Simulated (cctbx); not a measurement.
## Reading a Patterson map

Space group Pnma (no. 62), a = 14.5540 Å, b = 8.4980 Å, c = 6.5740 Å, α = 90.00°, β = 90.00°, γ = 90.00°, content Yb8 Te16 Zn4.

The data are simulated with cctbx, not measured: synchrotron X-rays, λ = 0.4959 Å, to d = 0.75 Å, 50 % of the full sphere, strongest reflection 20000 counts, noise from counting, a 4 % proportional error and a noise floor of 2 counts (s.d.); no absorption, some extinction.

Patterson synthesis, origin scaled to 1000:

```text
Patterson group P m m m
      u       v       w   height  length (A)
  0.000   0.000   0.000   1000.0     0.00
  0.262   0.250   0.000    492.7     4.36
  0.500   0.000   0.500    482.0     7.98
  0.000   0.500   0.000    473.3     4.25
  0.500   0.000   0.000    354.7     7.28
  0.327   0.000   0.250    251.3     5.03
  0.173   0.000   0.248    249.0     3.00
  0.477   0.500   0.000    235.2     8.13
  0.226   0.249   0.500    216.5     5.11
  0.500   0.500   0.500    195.6     9.05
  0.426   0.251   0.249    180.4     6.76
  0.073   0.251   0.246    176.1     2.89
  0.154   0.000   0.500    143.7     3.98
  0.171   0.500   0.256    137.1     5.20
```

**Question.** Which atom pairs make the peaks, and where is the heaviest atom?

A peak at u stands for all pairs with xi − xj = u, with weight Σ ZiZj against Σ Z² = 86064 at the origin. Peak heights follow these weights only roughly, since form factors, motion and series ripples differ, all vectors within 0.55 Å of a peak are counted as merged into it though the farther ones add only part of their weight, and F(000) is left out, which lowers the whole map:

| u | v | w | shortest length (Å) | height | 1000 ΣZiZj/ΣZ² | pairs in the cell |
| --- | --- | --- | --- | --- | --- | --- |
| 0.262 | 0.250 | 0.000 | 4.37 | 493 | 730 | 16 × Te–Te, 4 × Yb–Yb |
| 0.500 | 0.000 | 0.500 | 7.98 | 482 | 455 | 8 × Yb–Yb |
| 0.000 | 0.500 | 0.000 | 4.25 | 473 | 730 | 16 × Te–Te, 4 × Yb–Yb |
| 0.500 | 0.000 | 0.000 | 7.28 | 355 | 503 | 16 × Te–Te |
| 0.327 | 0.000 | 0.250 | 5.03 | 251 | 338 | 8 × Yb–Te |
| 0.173 | 0.000 | 0.248 | 3.00 | 249 | 338 | 8 × Yb–Te |
| 0.477 | 0.500 | 0.000 | 8.14 | 235 | 491 | 12 × Te–Te, 2 × Yb–Yb |
| 0.226 | 0.249 | 0.500 | 5.11 | 216 | 228 | 4 × Yb–Yb |
| 0.500 | 0.500 | 0.500 | 9.05 | 196 | 228 | 4 × Yb–Yb |
| 0.426 | 0.251 | 0.249 | 6.76 | 180 | 338 | 8 × Yb–Te |

The table stops at ten peaks or at a height of 45, below which ripples compete. In the model behind the data Yb, the heaviest element, has 2 independent sites: (0.7714, 1/4, 0.5034) and (1/2, 1/2, 1/2), up to an allowed shift of origin; the Yb–Yb vectors are differences of these positions and their symmetry mates. The whole model:

```csv
atom,mult.,x,y,z,Ueq (Å²)
Yb1,4,0.7714,1/4,0.5034,0.0108
Yb2,4,1/2,1/2,1/2,0.0120
Te1,8,0.3301,0.5150,0.7567,0.0153
Te2,4,0.9356,1/4,0.2575,0.0111
Te3,4,0.5884,1/4,0.7389,0.0107
Zn1,4,0.5859,1/4,0.1033,0.0207
```

The model is made up (kin elements in a known structure type, no relaxation), so it says nothing on whether the phase exists.

[Logs are printed without paths, hosts, clocks, repeated set-up lines and the standing remarks that a program may print on its own settings, such as how far it seeks lower states.]
